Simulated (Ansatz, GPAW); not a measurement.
# Na/Nb(110): simulated STM images

What would a tunnelling microscope show on Na/Nb(110)?

Program: GPAW 26.7.0 and Ansatz 0.2.0. Level of theory: Ansatz plane waves; slab in vacuum with a dipole correction, relaxation, in the first sound run; inputs show where later runs differ. Results are calculated unless marked as measured.

**1. The starting structure**

The cell holds 17 atoms: 16 Nb and 1 Na. Its edges and angles: a = 5.716 Å, b = 5.716 Å, c = 26.157 Å, α = 90.0°, β = 90.0°, γ = 70.5°. Vacuum lies along c.

**2. Relaxation**

The atoms are relaxed first, since the surface dipole, and with it the work function, follows the positions of the outer layers. The lowest 8 atoms are held at bulk positions and keep their forces.

Contents of input.yaml:

```yaml
crystal:
  lattice:
    - [4.6669047558, -3.3, 0.0]
    - [4.6669047558, 3.3, 0.0]
    - [0.0, 0.0, 26.1569930012]
  atoms:
    - { symbol: Nb, position: [0.0, 0.0, 0.3058455534] }
    - { symbol: Nb, position: [0.25, 0.25, 0.3950550576] }
    - { symbol: Nb, position: [0.0, 0.0, 0.4842645619] }
    - { symbol: Nb, position: [0.25, 0.25, 0.5734740661] }
    - { symbol: Nb, position: [0.0, 0.5, 0.3058455534] }
    - { symbol: Nb, position: [0.25, 0.75, 0.3950550576] }
    - { symbol: Nb, position: [0.0, 0.5, 0.4842645619] }
    - { symbol: Nb, position: [0.25, 0.75, 0.5734740661] }
    - { symbol: Nb, position: [0.5, 0.0, 0.3058455534] }
    - { symbol: Nb, position: [0.75, 0.25, 0.3950550576] }
    - { symbol: Nb, position: [0.5, 0.0, 0.4842645619] }
    - { symbol: Nb, position: [0.75, 0.25, 0.5734740661] }
    - { symbol: Nb, position: [0.5, 0.5, 0.3058455534] }
    - { symbol: Nb, position: [0.75, 0.75, 0.3950550576] }
    - { symbol: Nb, position: [0.5, 0.5, 0.4842645619] }
    - { symbol: Nb, position: [0.75, 0.75, 0.5734740661] }
    - { symbol: Na, position: [0.0, 0.25, 0.6941544466] }
kpoints:
  mp_grid: { grid: [6, 6, 1] }
hamiltonian:
  xc: pbe
scf:
  occupations: { method: fermi_dirac, width: 0.1 }
efield:
  axis: 3
  dipole_correction: true
  ramp_width: 0.05
relax:
  f_tol: 0.02
  max_steps: 60
  constraints: [{ sites: [0, 1, 4, 5, 8, 9, 12, 13] }]
output:
  write_potential: true
  write_density: true
  volumetric_format: npy
```

Run with:

```sh
> ansatz run input.yaml --threads 2 --pin off --max-ram 4096MiB --backend cpu --events-out ev --progress --plain --runs-dir out
```

Numbers of over 12 decimals in the logs are rounded to 6 here.

Output:

```text
Engine: ansatz 0.2.0, aarch64-unknown-linux-gnu
Pseudopotentials: kind: paw
Pseudopotential: Nb, paw, valence charge 13, recommended cutoff 420 eV (normal), Nb.paw.azcp
Pseudopotential: Na, paw, valence charge 9, recommended cutoff 420 eV (normal), Na.paw.azcp
Functional definition: PBE
  parameter kappa = 0.804
  parameter beta = 0.066725
  exchange = pbe_x(kappa = kappa, mu = beta*pi^2/3)
  correlation = pbe_c(beta = beta)
Crystal: 17 atoms, lattice volume = 805.676 Å³
Basis set: ecut = 420 eV, 15727 PW (Γ), exchange–correlation on 80×80×360 points (8 copies of the dense FFT grid, shifted against one another)
Bands: 131, of which v1, the nominal top of the filled ones, is band 109 counted from 1 (108 counted from 0)
Symmetry: 2 space group operations
Space group: P2 (ITA 3), of the structure as read, at distance tolerance 9.3e-5 Å
k-points: 20 of 36
Non-local potential: Nb, projectors of the file, l = 0: 3, l = 1: 2, l = 2: 2, l = 3: 1
Non-local potential: Na, projectors of the file, l = 0: 3, l = 1: 2, l = 2: 1
PAW form: soft (Blöchl's): semilocal exchange-correlation on the pseudo side does not see the compensation charge
PAW one-centre angular grid: Nb, 590 points (default); XC on 64 Gauss nodes
PAW one-centre angular grid: Na, 110 points (default); XC on 64 Gauss nodes
Initial density: superposition of atomic densities (neutral atoms: chi_scale 0, normalization atom), corrected by the library's trained network
Initial wavefunctions: pseudopotential atomic-orbital guess
Functional: x = pbe(κ = 0.804, μ = 0.219515), c = pbe(β = 0.066725)
SCF iter   1: F=—  HF=-74316.257263 eV  |F-HF|=—  |Δ(HF+E_count)|=         —  Δρ=9.49e-3  dr2=1.05e1  ethr=1.77e-3  p=0.689 e·Å  D=1.55e-1 V/Å  ΔV_dip=-4.05 eV  dr2_dipole=1.50e0  V_vac-E_F(+/−)=0.84/4.89 eV  ⟨swp⟩=10.6  Hψ=12562  notcnv=0  defer=2
efield: sawtooth ramp at fractional position 0.9750 (placed from the atoms, in the widest stretch of the axis that holds none; the zero of the levels goes with the place), width 0.0500; the density the first Hamiltonian is built on has a dipole p = 0.689 e·Å; the dipole correction subtracts the counter field D = 1.55e-1 V/Å, which shifts the + side's vacuum level by -4.05 eV against the − side's; the planar-averaged density in the ramp window peaks in size at 1.3e-5 e/Å³
preconditioner: auto → LDOS  [metal: Δε(μ)=0.012 eV  Ē_g=3.095 eV  σ=0.100 eV  W_gap=0.03  n_scr=126 (ndim 8)  ℏωp=11.8 eV  f_vac=0.538  D(μ)=20.13/eV (n_scr^D=116)  β→1.0]
SCF iter   2: F=—  HF=-74315.793303 eV  |F-HF|=—  |Δ(HF+E_count)|=   4.64e-1  Δρ=2.78e-3  dr2=6.70e-1  ethr=1.77e-3  p=0.547 e·Å  D=1.23e-1 V/Å  ΔV_dip=-3.21 eV  dr2_dipole=4.90e-2  V_vac-E_F(+/−)=1.27/4.48 eV  ⟨swp⟩=4.0  Hψ=3655  notcnv=0  defer=1
SCF iter   3: F=—  HF=-74315.782166 eV  |F-HF|=—  |Δ(HF+E_count)|=   1.11e-2  Δρ=6.84e-4  dr2=1.34e-2  ethr=3.09e-4  p=0.497 e·Å  D=1.12e-1 V/Å  ΔV_dip=-2.92 eV  dr2_dipole=4.21e-3  V_vac-E_F(+/−)=1.63/4.54 eV  ⟨swp⟩=2.8  Hψ=3584  notcnv=0
SCF iter   4: F=—  HF=-74315.782418 eV  |F-HF|=—  |Δ(HF+E_count)|=   2.52e-4  Δρ=2.60e-4  dr2=2.25e-3  ethr=6.16e-6  p=0.476 e·Å  D=1.07e-1 V/Å  ΔV_dip=-2.80 eV  dr2_dipole=6.32e-4  V_vac-E_F(+/−)=1.73/4.53 eV  ⟨swp⟩=3.1  Hψ=4998  notcnv=0
SCF iter   5: F=—  HF=-74315.781781 eV  |F-HF|=—  |Δ(HF+E_count)|=   6.37e-4  Δρ=7.56e-5  dr2=4.46e-4  ethr=1.04e-6  p=0.466 e·Å  D=1.05e-1 V/Å  ΔV_dip=-2.74 eV  dr2_dipole=2.18e-4  V_vac-E_F(+/−)=1.78/4.52 eV  ⟨swp⟩=2.0  Hψ=4147  notcnv=0
SCF iter   6: F=—  HF=-74315.781772 eV  |F-HF|=—  |Δ(HF+E_count)|=   9.45e-6  Δρ=4.18e-5  dr2=4.30e-5  ethr=2.06e-7  p=0.459 e·Å  D=1.03e-1 V/Å  ΔV_dip=-2.70 eV  dr2_dipole=5.52e-6  V_vac-E_F(+/−)=1.83/4.52 eV  ⟨swp⟩=2.0  Hψ=3957  notcnv=0
SCF iter   7: F=-74315.781770 eV  HF=-74315.781772 eV  |F-HF|=1.47e-6  |Δ(HF+E_count)|=   3.50e-7  Δρ=1.46e-5  dr2=4.09e-6  ethr=4.61e-9  p=0.457 e·Å  D=1.03e-1 V/Å  ΔV_dip=-2.69 eV  dr2_dipole=1.00e-8  V_vac-E_F(+/−)=1.84/4.52 eV  ⟨swp⟩=14.1  Hψ=27093  notcnv=0
SCF 1 converged in 7 iterations: F = -74315.781770 eV  dr2 = 4.09e-6
  greatest PAW one-centre occupation: 0.999 electrons in one spin orbital (limit 2), on the Na atom at site 16 (counted from 0), in its partial waves of l = 0
relax step   1: F+E_penalty+E_count = -74315.78177023 eV  Δ(F+E_penalty+E_count) = +0.000e0 eV  max|allowed force component| = 5.332e-1 eV/Å  Δτ_max = 0.0000 Å  (7 SCF iters, dr2 threshold 1.00e-5 eV, accepted)
Initial density: handed on by an earlier stage of this run
Initial wavefunctions: those handed on with the density
iter 1 solved again at ethr=4.93e-4 eV; its pass at ethr=3.10e-3 eV (dr2=1.07e0 eV) is discarded
SCF iter   1: F=—  HF=-74315.875029 eV  |F-HF|=—  |Δ(HF+E_count)|=         —  Δρ=5.30e-3  dr2=1.43e0  ethr=4.93e-4  p=0.457 e·Å  D=1.03e-1 V/Å  ΔV_dip=-2.69 eV  dr2_dipole=2.28e-1  V_vac-E_F(+/−)=1.85/4.54 eV  ⟨swp⟩=1.7  Hψ=8277  notcnv=0
efield: sawtooth ramp at fractional position 0.9750 (handed on by an earlier solve), width 0.0500; the density the first Hamiltonian is built on has a dipole p = 0.457 e·Å; the dipole correction subtracts the counter field D = 1.03e-1 V/Å, which shifts the + side's vacuum level by -2.69 eV against the − side's; the planar-averaged density in the ramp window peaks in size at 2.3e-6 e/Å³
eigensolver tolerance schedule calibrated: the retry pair's looser diagonalisation under-reported the residual by θ = 0.25 (0.32/decade); ethr = c·dr2/N_el runs at the constant in force after the calibration composes with the one it found (an armed cap, an earlier calibration), c = 9.9e-3
preconditioner: auto → LDOS  [metal: Δε(μ)=0.009 eV  Ē_g=3.105 eV  σ=0.100 eV  W_gap=0.02  n_scr=126 (ndim 8)  ℏωp=11.8 eV  f_vac=0.539  D(μ)=21.98/eV (n_scr^D=126)  β→1.0]
SCF iter   2: F=—  HF=-74315.822697 eV  |F-HF|=—  |Δ(HF+E_count)|=   5.23e-2  Δρ=1.70e-3  dr2=6.31e-2  ethr=6.55e-5  p=0.467 e·Å  D=1.05e-1 V/Å  ΔV_dip=-2.75 eV  dr2_dipole=1.96e-2  V_vac-E_F(+/−)=1.78/4.53 eV  ⟨swp⟩=3.5  Hψ=5646  notcnv=0  defer=1
SCF iter   3: F=—  HF=-74315.824186 eV  |F-HF|=—  |Δ(HF+E_count)|=   1.49e-3  Δρ=1.24e-3  dr2=3.42e-2  ethr=2.89e-6  p=0.456 e·Å  D=1.02e-1 V/Å  ΔV_dip=-2.68 eV  dr2_dipole=1.70e-6  V_vac-E_F(+/−)=1.84/4.52 eV  ⟨swp⟩=3.0  Hψ=6241  notcnv=0
SCF iter   4: F=—  HF=-74315.816856 eV  |F-HF|=—  |Δ(HF+E_count)|=   7.33e-3  Δρ=1.79e-4  dr2=4.75e-4  ethr=1.56e-6  p=0.455 e·Å  D=1.02e-1 V/Å  ΔV_dip=-2.67 eV  dr2_dipole=1.09e-4  V_vac-E_F(+/−)=1.84/4.52 eV  ⟨swp⟩=3.0  Hψ=5755  notcnv=0
[...]
SCF 3 converged in 6 iterations: F = -74315.910732 eV  dr2 = 1.71e-6
relax step   3: F+E_penalty+E_count = -74315.91073247 eV  Δ(F+E_penalty+E_count) = -9.381e-2 eV  max|allowed force component| = 2.031e-1 eV/Å  Δτ_max = 0.1362 Å  (6 SCF iters, dr2 threshold 1.90e-5 eV, accepted)
[...]
relax step   4: F+E_penalty+E_count = -74315.92230346 eV  Δ(F+E_penalty+E_count) = -1.157e-2 eV  max|allowed force component| = 7.654e-2 eV/Å  Δτ_max = 0.0551 Å  (6 SCF iters, dr2 threshold 5.60e-6 eV, accepted)
[...]
relax step   5: F+E_penalty+E_count = -74315.92424270 eV  Δ(F+E_penalty+E_count) = -1.939e-3 eV  max|allowed force component| = 2.338e-2 eV/Å  Δτ_max = 0.0325 Å  (6 SCF iters, dr2 threshold 7.96e-7 eV, accepted)
SCF iter   1: F=—  HF=-74315.925001 eV  |F-HF|=—  |Δ(HF+E_count)|=         —  Δρ=1.73e-4  dr2=4.20e-4  ethr=8.95e-7  p=0.432 e·Å  D=9.71e-2 V/Å  ΔV_dip=-2.54 eV  dr2_dipole=3.78e-5  V_vac-E_F(+/−)=1.98/4.52 eV  ⟨swp⟩=2.4  Hψ=4198  notcnv=0
efield: sawtooth ramp at fractional position 0.9750 (handed on by an earlier solve), width 0.0500; the density the first Hamiltonian is built on has a dipole p = 0.432 e·Å; the dipole correction subtracts the counter field D = 9.71e-2 V/Å, which shifts the + side's vacuum level by -2.54 eV against the − side's; the planar-averaged density in the ramp window peaks in size at 2.4e-6 e/Å³
preconditioner: auto → LDOS  [metal: Δε(μ)=0.016 eV  Ē_g=3.119 eV  σ=0.100 eV  W_gap=0.04  n_scr=126 (ndim 8)  ℏωp=11.8 eV  f_vac=0.543  D(μ)=21.61/eV (n_scr^D=126)  β→1.0]
SCF iter   2: F=—  HF=-74315.924961 eV  |F-HF|=—  |Δ(HF+E_count)|=   4.00e-5  Δρ=6.78e-5  dr2=5.53e-5  ethr=1.94e-7  p=0.432 e·Å  D=9.70e-2 V/Å  ΔV_dip=-2.54 eV  dr2_dipole=1.79e-6  V_vac-E_F(+/−)=1.98/4.52 eV  ⟨swp⟩=2.1  Hψ=4861  notcnv=0
SCF iter   3: F=—  HF=-74315.924428 eV  |F-HF|=—  |Δ(HF+E_count)|=   5.34e-4  Δρ=2.75e-5  dr2=1.32e-5  ethr=2.55e-8  p=0.432 e·Å  D=9.70e-2 V/Å  ΔV_dip=-2.54 eV  dr2_dipole=4.47e-7  V_vac-E_F(+/−)=1.98/4.52 eV  ⟨swp⟩=3.0  Hψ=5040  notcnv=0
SCF iter   4: F=—  HF=-74315.924425 eV  |F-HF|=—  |Δ(HF+E_count)|=   2.77e-6  Δρ=8.24e-6  dr2=7.09e-7  ethr=6.10e-9  p=0.432 e·Å  D=9.70e-2 V/Å  ΔV_dip=-2.54 eV  dr2_dipole=3.28e-8  V_vac-E_F(+/−)=1.98/4.52 eV  ⟨swp⟩=2.1  Hψ=4550  notcnv=0
SCF iter   5: F=-74315.924425 eV  HF=-74315.924425 eV  |F-HF|=1.10e-8  |Δ(HF+E_count)|=   5.31e-8  Δρ=1.94e-6  dr2=8.42e-8  ethr=4.61e-11  p=0.432 e·Å  D=9.70e-2 V/Å  ΔV_dip=-2.54 eV  dr2_dipole=4.32e-9  V_vac-E_F(+/−)=1.98/4.52 eV  ⟨swp⟩=11.1  Hψ=20309  notcnv=0
SCF 6 converged in 5 iterations: F = -74315.924425 eV  dr2 = 8.42e-8
relax step   6: F+E_penalty+E_count = -74315.92442480 eV  Δ(F+E_penalty+E_count) = -1.821e-4 eV  max|allowed force component| = 5.518e-3 eV/Å  Δτ_max = 0.0037 Å  (5 SCF iters, accepted)
NSCF: frozen V_eff on 20 k-points
the band table was solved once a step of the walk had ended and its energy, with any forces and stress, was formed, with the checks that follow a solve (12319 applications of the Hamiltonian). They found nothing against the state; the energy, forces and stress were not computed again (output.eigenvalues in the input reference)
WARN: The output density's exchange-correlation potential varies sharply where the density is thin. Do not read a vacuum level from v_tot or v_xc, or from such a field of the output density. On a cell that repeats whose density bears no net charge and no dipole along the vacuum's axis use v_es (v_loc + v_h of the components); under efield.dipole_correction with no amplitude use v_es + v_field, which holds any externa [...]
SCF converged after 5 iterations
Free energy (F): -74315.924425 eV
Harris-Foulkes:  -74315.924425 eV  (|F-HF|=1.10e-8)
Internal energy: -74315.211418 eV  (E = F + TS)
E sigma→0 (E₀):  -74315.567922 eV
Entropy (-TS):   -0.713007 eV (-41.942 meV/atom)
Fermi energy:    4.643805 eV
Dipole field:    D = 0.096965 V/Å  (p = 0.431731 e·Å, saw-weighted, corrected)
Work function:   Φ+ = 1.9834 eV   Φ− = 4.5197 eV
Levels:          The Fermi level and band energies are counted from a zero that moves with the ramp; work functions are not
--- Per-component energies (eV) ---
  E_band       = -4052.630648
  E_kinetic    = 6418.383755
  E_local      = -247162.760436  (includes V_loc(G=0)·N_el)
  E_nonlocal   = 2040.438875
  E_hartree    = 119914.204528
  E_xc         = -2835.709182
  E_vxc        = -3441.223979  (∫ρ·V_xc dr)
  E_paw        = -49438.795127  (= ΣΔE_a)
  E_vpaw       = -1763.728225  (= ΣTr[D̂ρ^β])
  E_aug_tail   = 0.000078  (compensation charges beyond the density's cutoff)
  E_efield     = 0.020931  (sawtooth field / dipole correction)
  E_vefield    = 27.816904  (∫n·V_field dr)
  E_ewald      = 96749.005160
  E_smearing   = -0.713007  (= −TS)
  E_closure    = -0.000000  (closes the sum)
  Σ components = -74315.924425   (vs F -74315.924425, Δ=0.00e0)
--- Forces (eV/Å), atoms counted from 1 ---
  atom   1  Nb    -0.00792863     0.00943228     0.34676899
  atom   2  Nb     0.00373902     0.01999891    -0.35765243
  atom   3  Nb    -0.00551787    -0.00322875    -0.00128977
  atom   4  Nb    -0.00118034    -0.00026306    -0.00091501
  atom   5  Nb     0.00792863    -0.00943228     0.34676899
  atom   6  Nb     0.00710705     0.02091848    -0.31182028
  atom   7  Nb     0.00551787     0.00322875    -0.00128977
  atom   8  Nb     0.00007062    -0.00138258     0.00043465
  atom   9  Nb    -0.00581221     0.00951383     0.32296930
  atom  10  Nb    -0.00373902    -0.01999891    -0.35765243
  atom  11  Nb    -0.00400789    -0.00131774     0.00131449
  atom  12  Nb     0.00118034     0.00026306    -0.00091501
  atom  13  Nb     0.00581221    -0.00951383     0.32296930
  atom  14  Nb    -0.00710705    -0.02091848    -0.31182028
  atom  15  Nb     0.00400789     0.00131774     0.00131449
  atom  16  Nb    -0.00007062     0.00138258     0.00043465
  atom  17  Na    -0.00000000     0.00000000     0.00046909
  max |Σ_I F_I| component: 8.90e-5 eV/Å
--- Band table (eV; the first three rows and the last of 20) ---
  k-point 0: bands = [... 105 lower, 4.7778, 4.7862, 4.8107, 5.0163, 5.3067, 5.5924, 6.0915, 6.1589, ... 18 higher]
  k-point 1: bands = [... 105 lower, 4.6143, 4.7232, 4.7542, 4.9363, 5.3039, 5.5454, 5.5638, 5.6519, ... 18 higher]
  k-point 2: bands = [... 105 lower, 4.3237, 4.4081, 4.4412, 4.5983, 4.8075, 4.9225, 4.9624, 4.9752, ... 18 higher]
  k-point 19: bands = [... 105 lower, 4.6344, 4.6552, 4.6602, 4.6853, 4.6896, 4.8144, 4.8147, 4.8485, ... 18 higher]
--- Relaxed structure (6 steps of the walk, 6 accepted, 0 SCFs on fresh bases) ---
  F+E_penalty+E_count = -74315.92442480 eV   max|allowed force component| = 5.518e-3 eV/Å
  atoms:
    - { symbol: Nb, position: [0.0, 0.0, 0.3058455534] }
    - { symbol: Nb, position: [0.25, 0.25, 0.395055] }
    - { symbol: Nb, position: [0.000221454, -0.000912685, 0.485356] }
    - { symbol: Nb, position: [0.252553, 0.250793, 0.570919] }
    - { symbol: Nb, position: [-5.551115123125783e-17, 0.5, 0.3058455534] }
    - { symbol: Nb, position: [0.25, 0.75, 0.395055] }
    - { symbol: Nb, position: [-0.000221454, 0.500913, 0.485356] }
    - { symbol: Nb, position: [0.249996, 0.751404, 0.574002] }
    - { symbol: Nb, position: [0.5, -5.551115123125783e-17, 0.3058455534] }
    - { symbol: Nb, position: [0.75, 0.25, 0.395055] }
    - { symbol: Nb, position: [0.500639, -0.000881554, 0.484820] }
    - { symbol: Nb, position: [0.747447, 0.249207, 0.570919] }
    - { symbol: Nb, position: [0.5, 0.5, 0.3058455534] }
    - { symbol: Nb, position: [0.75, 0.75, 0.395055] }
    - { symbol: Nb, position: [0.499361, 0.500882, 0.484820] }
    - { symbol: Nb, position: [0.750004, 0.748596, 0.574002] }
    - { symbol: Na, position: [-2.7755575615628914e-17, 0.25, 0.678854] }
```

Elapsed: 15 min, on 2 threads of Arm Neoverse V1, shared host; peak memory 2.3 GiB; 27 min of CPU time.

The steps of the relaxation:

```
step  energy less that of the first step (eV)  largest force component (eV/Å)
   1                                   0.0000                          0.5332
   2                                  -0.0351                          0.5511
   3                                  -0.1290                          0.2031
   4                                  -0.1405                          0.0765
   5                                  -0.1425                          0.0234
   6                                  -0.1427                          0.0055
```

Forces are held to the 2 operations that the run works with; a distortion that breaks them can't arise in this run.

The atoms that moved most (Å):

```
atom      dx      dy      dz  length
Na17   0.000   0.000  -0.400   0.400
 Nb4   0.016  -0.006  -0.067   0.069
Nb12  -0.016   0.006  -0.067   0.069
 Nb7   0.003   0.004   0.029   0.029
 Nb3  -0.003  -0.004   0.029   0.029
Nb16  -0.007  -0.005   0.014   0.016
 Nb8   0.007   0.005   0.014   0.016
Nb11  -0.001  -0.005   0.015   0.015
```

Numbers from this step:

```yaml
free_energy: -74315.9244 eV
smearing_term_ts: 0.7130 eV
symmetry_operations: 2
upper_work_function: 1.983 eV
lower_work_function: 4.520 eV
dipole_along_the_normal: 0.4317 e·Å
dipole_field: 0.09696 V/Å
vacuum_level_above: 6.627 eV
vacuum_level_below: 9.164 eV
```

The electrostatic potential energy of an electron (with the applied field's), less the Fermi level, planar mean oscillates, so the rows of the table below give means over windows of 1 Å about each position, cut where the curve ends. Its maxima inside the range that stand out by 2 % of the span (Å: eV): 1.2: 4.52, 9.2: -1.10, 11.5: -1.02, 13.8: -1.58, 16.9: 2.68. Its minima: 8.0: -21.8, 10.3: -21.6, 12.6: -21.5, 15.0: -21.8, 17.9: -0.437.

Electrostatic potential energy of an electron (with the applied field's), less the Fermi level, planar mean against z; means over each step:

```
z (Å)  electrostatic potential energy of an electron (with the applied field's), less the Fermi level, planar mean (eV)
    0                                                                                                              3.75
    1                                                                                                              4.49
    2                                                                                                              4.52
    3                                                                                                              4.52
    4                                                                                                              4.51
    5                                                                                                              4.43
    6                                                                                                              3.67
    7                                                                                                             -3.13
    8                                                                                                             -18.5
    9                                                                                                             -4.40
   10                                                                                                             -15.4
   11                                                                                                             -9.24
   12                                                                                                             -8.79
   13                                                                                                             -15.9
   14                                                                                                             -4.98
   15                                                                                                             -18.5
   16                                                                                                             -2.74
   17                                                                                                              2.07
   18                                                                                                             0.256
   19                                                                                                              1.69
   20                                                                                                              1.92
   21                                                                                                              1.97
   22                                                                                                              1.98
   23                                                                                                              1.98
   24                                                                                                              1.98
   25                                                                                                              1.99
   26                                                                                                              2.47
```

(Part 1 of 2 ends here.)

[Logs are printed without paths, hosts, clocks, repeated set-up lines and the standing remarks that a program may print on its own settings, such as how far it seeks lower states.]

[Hosts, paths, dates, database ids (printed as entryN), source tags and the programs' standing remarks are cut or masked in the printed files.]
